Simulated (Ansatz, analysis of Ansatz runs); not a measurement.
# Al-H pair in alpha-quartz: local vibrational mode against experiment, part 2 of 2

How near does this set-up come to the measured local vibrational mode? Subject: Al-H pair in alpha-quartz. Set-up: PBE, 72-site cell, PBE lattice, 420 eV, k: the single point 1/4 1/4 1/4, symmetric start. The model is a cell of 72 host atoms with Al put on another atom's site and H put in between. The frequencies come from force constants among the defect atom and its neighbours, with the masses of the isotopes named. Another start tests whether the structure found is the lowest.

Ansatz 0.2.0; PBE, 72-site cell, PBE lattice, 420 eV, k: the single point 1/4 1/4 1/4, symmetric start.

So far: The structure; Relaxation, charge 0.

**2. Relaxation, charge 0 (continued)**

Level of this step: plane-wave PAW DFT, PBE; relaxation of all atoms of a defect supercell (Ansatz).

The steps of the relaxation:

```csv
step,energy less that of the first step (eV),largest force component (eV/Å)
1,0.0000,24.9963
2,-4.2907,12.7563
3,-7.1914,5.8939
4,-8.3501,2.1290
5,-8.7867,1.3149
6,-9.1247,0.9094
7,-9.2910,0.6732
8,-9.3582,0.3140
9,-9.3738,0.4773
10,-9.3785,0.0664
11,-9.3825,0.2161
12,-9.3901,0.2877
13,-9.4011,0.1592
14,-9.4065,0.1276
15,-9.4124,0.0426
16,-9.4131,0.0296
17,-9.4133,0.0091
```

The atoms that moved most (Å):

```csv
atom,dx,dy,dz,length
H73,-1.113,-0.071,0.916,1.443
O4,-0.247,-0.240,0.017,0.344
O15,0.240,-0.158,-0.169,0.334
O63,0.242,0.054,-0.087,0.262
O52,0.182,-0.048,0.099,0.213
O16,0.038,-0.005,0.191,0.195
O31,0.117,0.132,-0.059,0.186
O5,-0.130,0.088,0.056,0.166
```

The atoms nearest to the centre after the run:

```csv
atom,distance (Å)
O4,0.571
Al12,1.422
H73,1.448
Si1,2.000
O15,2.407
O9,2.411
O16,2.566
O5,2.741
```

Neighbours of the added atoms: H73: O4 0.99, O63 2.06, Si1 2.27 Å.

Read from the output:

| Property | Result |
| --- | --- |
| free energy | -42495.4007 eV |

The relaxation ends 129 meV an atom lower, with a largest force component of 0.0091 eV/Å.

**3. Local vibrational modes**

A local mode lives on the defect and the atoms next to it, so only the sites listed in the input are displaced, which costs far fewer SCF runs than the whole cell would.

This step: plane-wave PAW DFT, PBE; finite-displacement force constants among the atoms nearest to a defect, the others at rest.

modes/input.yaml reads:

```yaml
crystal:
  lattice:
    - [10.03667686, 0.0, 0.0]
    - [-5.01833843, 8.69201713, 0.0]
    - [0.0, 0.0, 11.01794814]
  atoms:
    - { symbol: Si, position: [0.229563334, -0.011894641, 0.33022928] }
    - { symbol: Si, position: [0.000832063, 0.243727796, 0.162222811] }
[... 1 atom line left out ...]
    - { symbol: O, position: [0.168833415, 0.100493357, 0.398709836] }
    - { symbol: O, position: [0.364070608, 0.089274997, 0.235532104] }
[... 3 atom lines left out ...]
    - { symbol: O, position: [0.296283144, 0.428174737, 0.428182857] }
[... 2 atom lines left out ...]
    - { symbol: Al, position: [0.26891452, 0.270446107, 0.508021556] }
[... 2 atom lines left out ...]
    - { symbol: O, position: [0.435749472, 0.274670254, 0.54843151] }
    - { symbol: O, position: [0.131587919, 0.206684347, 0.620204152] }
[... 2 atom lines left out ...]
    - { symbol: Si, position: [0.238181831, 0.503435034, 0.329358693] }
[... 6 atom lines left out ...]
    - { symbol: O, position: [0.075168163, 0.859082337, 0.264752749] }
    - { symbol: O, position: [0.290376356, 0.921475135, 0.436368673] }
[... 35 atom lines left out ...]
    - { symbol: O, position: [0.819981508, 0.927056302, 0.428306467] }
[... 9 atom lines left out ...]
    - { symbol: H, position: [0.05594303, 0.044973756, 0.410070045] }
basis:
  ecutwfc: 420
  xc_grid: 2
hamiltonian:
  xc: pbe
kpoints:
  mp_grid: { grid: [1, 1, 1], shift: [0.25, 0.25, 0.25] }
scf:
  occupations: { method: fermi_dirac, width: 0.01 }
  max_iter: 120
output: {}
checkpoint:
  read: "../relax.run"
phonons:
  supercell: [1, 1, 1]
  displaced_sites: [0, 3, 11, 62, 72]
```

On the command line:

```bash
ansatz run input.yaml --threads 2 --pin off --max-ram 3768MiB --backend cpu --events-out ev --progress --plain --runs-dir out
```

Numbers of over 12 decimals in the logs are rounded to 6 here.

Output:

```text
[...]
Crystal: 73 atoms, lattice volume = 961.194 Å³
Basis set: ecut = 420 eV, 18781 PW (Γ), exchange–correlation on 144×144×150 points (8 copies of the dense FFT grid, shifted against one another)
Bands: 265, of which v1, the nominal top of the filled ones, is band 192 counted from 1 (191 counted from 0)
Symmetry: 1 space group operations
k-points: 1
[...]
Stability of the state it starts from, as read at its close in the unpolarized treatment: not read negative (Ritz values of 1 − χ₀K, real part plus size of imaginary part, from 1.0 to 1.2, by its mixing steps under no symmetry)
[...]
iter 1 solved again at ethr=1.24e-11 eV; its pass at ethr=3.10e-3 eV (dr2=4.77e-8 eV) is discarded
[...]
SCF iter   5: F=-42495.400678 eV  HF=-42495.400678 eV  |F-HF|=5.82e-11  |Δ(HF+E_count)|=  1.31e-10  Δρ=8.61e-8  dr2=5.03e-11  ethr=1.00e-12  ⟨swp⟩=4.0  Hψ=845  notcnv=0
[...]
symmetry images taken by strict's conditions (phonons.symmetry_images: auto; settled by no image being taken that strict refuses)
  force constants formed among 5 of 73 sites (Si 0, O 3, Al 11, O 62, H 72); the other 68 at rest. The modes move the named sites alone.
  the frequencies, the zero-point energy and the sums are of the block with the acoustic sum rule laid on its rows. Row sums over every site: 2.0e-4 eV/Å² at the most
  transpose residual: 4.4e-4 eV/Å²
  largest component of a force at the reference: 5.3e-3 eV/Å on a named site, 9.1e-3 eV/Å on a site at rest
  frequencies among the named sites at Γ of the cell (cm⁻¹): 254.46 288.38 313.47 347.70 426.27 521.88 537.82 600.82 607.27 693.70 703.59 788.10 921.84 1171.50 3378.92
  unstable modes among the named sites: 0
  frequencies as built, with no sum rule (cm⁻¹): 254.45 288.37 313.47 347.70 426.27 521.88 537.80 600.81 607.27 693.70 703.59 788.10 921.84 1171.50 3378.92
  zero-point energy: 0.716364 eV/cell   skipped modes (ω ≤ 0): 0
  not written: the harmonic force-constant file, the file of eigenvectors (these modes' are written with the force constants), the density of states and the dispersion, which are of every site
[key lines of the parts left out:]
SCF converged after 5 iterations
Free energy (F): -42495.400678 eV
Fermi energy:    5.317107 eV
```

Elapsed: 10 min, on 2 threads of Arm Neoverse V2, shared host; peak memory 1.6 GiB; 21 min of CPU time.

Numbers from this step:

```
free energy : -42495.4007 eV
```

The modes with the largest weight on the probed atoms (the light atom of a pair), for the masses of each isotope. Modes of the displaced atoms (local only where they lie over the host's phonons):

```csv
isotopes,mode (cm⁻¹),share of the defect atoms
H,3379,0.941
H,1172,0.886
H,537.9,0.681
D,2461,0.885
D,896.9,0.51
D,405.6,0.765
```

**4. Summary of results**

| Property | Result |
| --- | --- |
| distance from the defect atom to its nearest neighbour | 0.989 Å |
| O-H stretch, 1H | 3379 cm⁻¹ |
| time of the whole chain | 16 min on 2 threads |

What this shows: O-H stretch, 1H: computed 3379 cm⁻¹, measured 3378 cm⁻¹ and 3313 cm⁻¹; 1 cm⁻¹ (0 %) above the nearest measurement. The computed value is harmonic, while the measured line is the anharmonic fundamental, which for X–H stretches usually lies a few per cent lower. Only the named neighbours move, so modes near the host's band are approximate.

[Logs are printed without paths, hosts, clocks, repeated set-up lines and the standing remarks that a program may print on its own settings, such as how far it seeks lower states.]

[Hosts, paths, dates, database ids (printed as entryN), source tags and the programs' standing remarks are cut or masked in the printed files.]

[For some hosts the program warned that the k-mesh of the response run may be too coarse for force constants and the static dielectric constant; such warnings are not shown here.]
